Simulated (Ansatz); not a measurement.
# NbTe2 monolayer (2H): from the cell to its phonons, part 2 of 2

Wanted: phonon frequencies of NbTe2 monolayer (2H) and what follows from them.

Ansatz 0.2.0; DFT PBEsol, scalar-relativistic, plane waves, PAW; PAW set soft_1.

So far. Step 3 (Tight relaxation): The largest force component left is 0.21 meV/Å, within the tolerances set. Step 4 (Modes at Γ): Before it was imposed, the acoustic sum rule was missed by 9.7e-5 eV/Å². Small misses are needed for a sound result but don't prove that mesh and cutoff are converged. The lowest optical mode is real, 92.7 cm⁻¹.

**5. Response at finite wavevector (continued)**

Tetrahedra on a 20×20×1 mesh, mean over bins of 5 cm-1. Interpolated from a 4×4×1 q mesh. Table of phonon density of states by wavenumber; read off at these points:

```
wavenumber (cm⁻¹)  phonon density of states (1/cm⁻¹/cell)
              -88                                 0.00521
              -78                                  0.0176
              -62                                  0.0106
              -52                                 0.00887
              -38                                 0.00768
              -28                                  0.0068
              -18                                 0.00613
               -2                                 0.00676
                8                                 0.00827
               18                                  0.0171
               32                                  0.0235
               42                                  0.0213
               58                                  0.0244
               68                                  0.0445
               78                                  0.0530
               92                                 0.00617
              102                                  0.0226
              112                                  0.0590
              128                                   0.154
              138                                   0.125
              152                                 0.00958
              162                                 0.00458
              172                                 0.00366
              188                                  0.0592
              198                                  0.0430
              208                                  0.0471
              222                                  0.0216
              232                                  0.0109
              248                                 0.00931
              258                                       0
```

The partial phonon density of states has structure finer than the step of the table below, so its rows give means over 10 cm⁻¹, whole bins alone (the curve runs from -96.2 to 272 cm⁻¹). Peaks (cm⁻¹: height): Nb -80.0: 0.0161, -47.5: 0.00803, 28.9: 0.0175, 75.3: 0.0142, 130.9: 0.0226, 188.8: 0.0280, 207.3: 0.0269; Te 75.3: 0.0325, 130.9: 0.129, 184.2: 0.0288.

Phonopy on the run's constants, 19x19x1 mesh, Gaussian sigma 2.6 cm-1. Interpolated from a 4×4×1 q mesh. Table of partial phonon density of states by wavenumber; means over each step; values in 1/cm⁻¹/cell:

```
wavenumber (cm⁻¹)       Nb       Te
              -90  0.00371  0.00190
              -80   0.0133  0.00686
              -70  0.00766  0.00397
              -60  0.00622  0.00397
              -50  0.00614  0.00308
              -40  0.00447  0.00339
              -30  0.00357  0.00247
              -20  0.00570  0.00366
              -10  0.00397  0.00329
                0  0.00158  0.00338
               10  0.00198  0.00541
               20  0.00810   0.0136
               30   0.0145   0.0157
               40  0.00951   0.0118
               50  0.00774   0.0125
               60   0.0102   0.0183
               70   0.0134   0.0271
               80  0.00998   0.0232
               90  0.00120  0.00774
              100   5.1e-5   0.0200
              110   1.5e-4   0.0426
              120  0.00201   0.0501
              130   0.0169    0.115
              140  0.00931   0.0943
              150  0.00454   0.0235
              160  0.00314  0.00263
              170  0.00190  0.00133
              180   0.0163   0.0186
              190   0.0256   0.0224
              200   0.0229   0.0127
              210   0.0231   0.0104
              220   0.0167  0.00643
              230   0.0108  0.00389
              240  0.00732  0.00268
              250  0.00578  0.00211
              260   6.6e-4   2.4e-4
```

Symmetry leaves 4 wavevectors to solve. The lowest mode among them, the acoustic zeros apart, lies at q = (0, 0.25, 0) and is imaginary, 83.7i cm⁻¹, so the energy falls along it. Between them the interpolated path dips to 87i cm⁻¹.

**6. Isotope substitution**

An isotope changes the mass and not the force constants, so no new electronic calculation is needed; the shifts show which modes move this element.

The same force constants with the mass of Te changed from 127.600 to 129.906 u (phonopy, no LO-TO term). Both lists are sorted by frequency; levels can cross, so a row need not hold one and the same mode. Modes under 3 cm⁻¹ are left out. Isotope shifts, by row:

```
          q  rank  natural mass (cm⁻¹)  changed mass (cm⁻¹)
      0 0 0     4                92.67                91.84
      0 0 0     5                92.67                91.84
      0 0 0     6                155.3                153.9
      0 0 0     7                204.1                203.6
      0 0 0     8                204.1                203.6
      0 0 0     9                254.6                  254
   0 0.25 0     1               -83.65               -83.39
   0 0.25 0     2                 31.2                31.03
   0 0.25 0     3                39.66                 39.4
   0 0.25 0     4                106.8                105.8
   0 0.25 0     5                  122                120.9
   0 0.25 0     6                129.8                128.7
   0 0.25 0     7                149.7                149.2
   0 0.25 0     8                178.9                177.8
   0 0.25 0     9                231.9                231.4
   0 -0.5 0     1               -18.75               -18.66
   0 -0.5 0     2                69.62                69.27
   0 -0.5 0     3                78.71                78.22
   0 -0.5 0     4                112.5                111.5
   0 -0.5 0     5                132.5                  132
   0 -0.5 0     6                137.6                136.3
   0 -0.5 0     7                147.9                146.6
   0 -0.5 0     8                188.4                187.6
   0 -0.5 0     9                208.1                207.5
0.25 0.25 0     1               -40.05               -39.98
0.25 0.25 0     2                67.86                67.46
0.25 0.25 0     3                72.43                71.97
0.25 0.25 0     4                127.1                  126
0.25 0.25 0     5                127.5                126.5
0.25 0.25 0     6                135.9                134.7
0.25 0.25 0     7                141.4                140.2
0.25 0.25 0     8                194.2                193.7
0.25 0.25 0     9                211.4                210.8
```

A mode of this element alone would shift by -0.89 %. The highest zone-centre frequency without the field goes from 254.6 to 254.0 cm⁻¹ (-0.2 %). The product of the frequency ratios over all optical modes at Γ is 0.967; the product rule, (m/m′)^(3k/2) (M′/M)^(3/2) with k = 2 such atoms and M the mass of the cell, gives 0.967.

**7. Results**

| Quantity | Value |
| --- | --- |
| space group after relaxation (within 0.01 Å) | P-6m2 |
| area per atom | 3.78 Å² |
| electronic character | no gap on this mesh |
| highest optical mode at the zone centre (no LO-TO term) | 255 cm⁻¹ |
| lowest optical zone-centre mode | 92.7 cm⁻¹ |
| lowest mode on the q mesh (acoustic modes at Γ apart) | -83.7 cm⁻¹ |
| highest frequency on the path or at a solved wavevector | 255 cm⁻¹ |
| imaginary modes on the 4×4×1 q mesh | yes |

Modes are clearly imaginary (beyond 10i cm⁻¹) at 3 of the 4 irreducible wavevectors, most at q = (0, 0.25, 0) (83.7i cm⁻¹), so this structure is not a minimum of the energy. The optical modes at Γ span 93 to 255 cm⁻¹. The highest mode in this list at Γ, 254.6 cm⁻¹, is mostly motion of Nb (73 % of the kinetic energy). With no gap, or one that is small against the smearing, the frequencies hang on the k mesh and the smearing, most of all near Kohn anomalies. The phonon runs are without spin polarisation, although the cell has an odd electron count. In a sheet or slab the interpolated bending branch near Γ is rough, since the rotational sum rule isn't imposed. Spin-orbit coupling is left out, which can matter for the heavy elements here. The PAW files were made for PBE and serve the other functionals too. The starting cell was built on a prototype and not taken from a measurement. These are harmonic frequencies at zero temperature: anharmonic shifts, linewidths and thermal expansion are left out.

[Logs are printed without paths, hosts, clocks, repeated set-up lines and the standing remarks that a program may print on its own settings, such as how far it seeks lower states.]

[Hosts, paths, dates, database ids (printed as entryN), source tags and the programs' standing remarks are cut or masked in the printed files.]
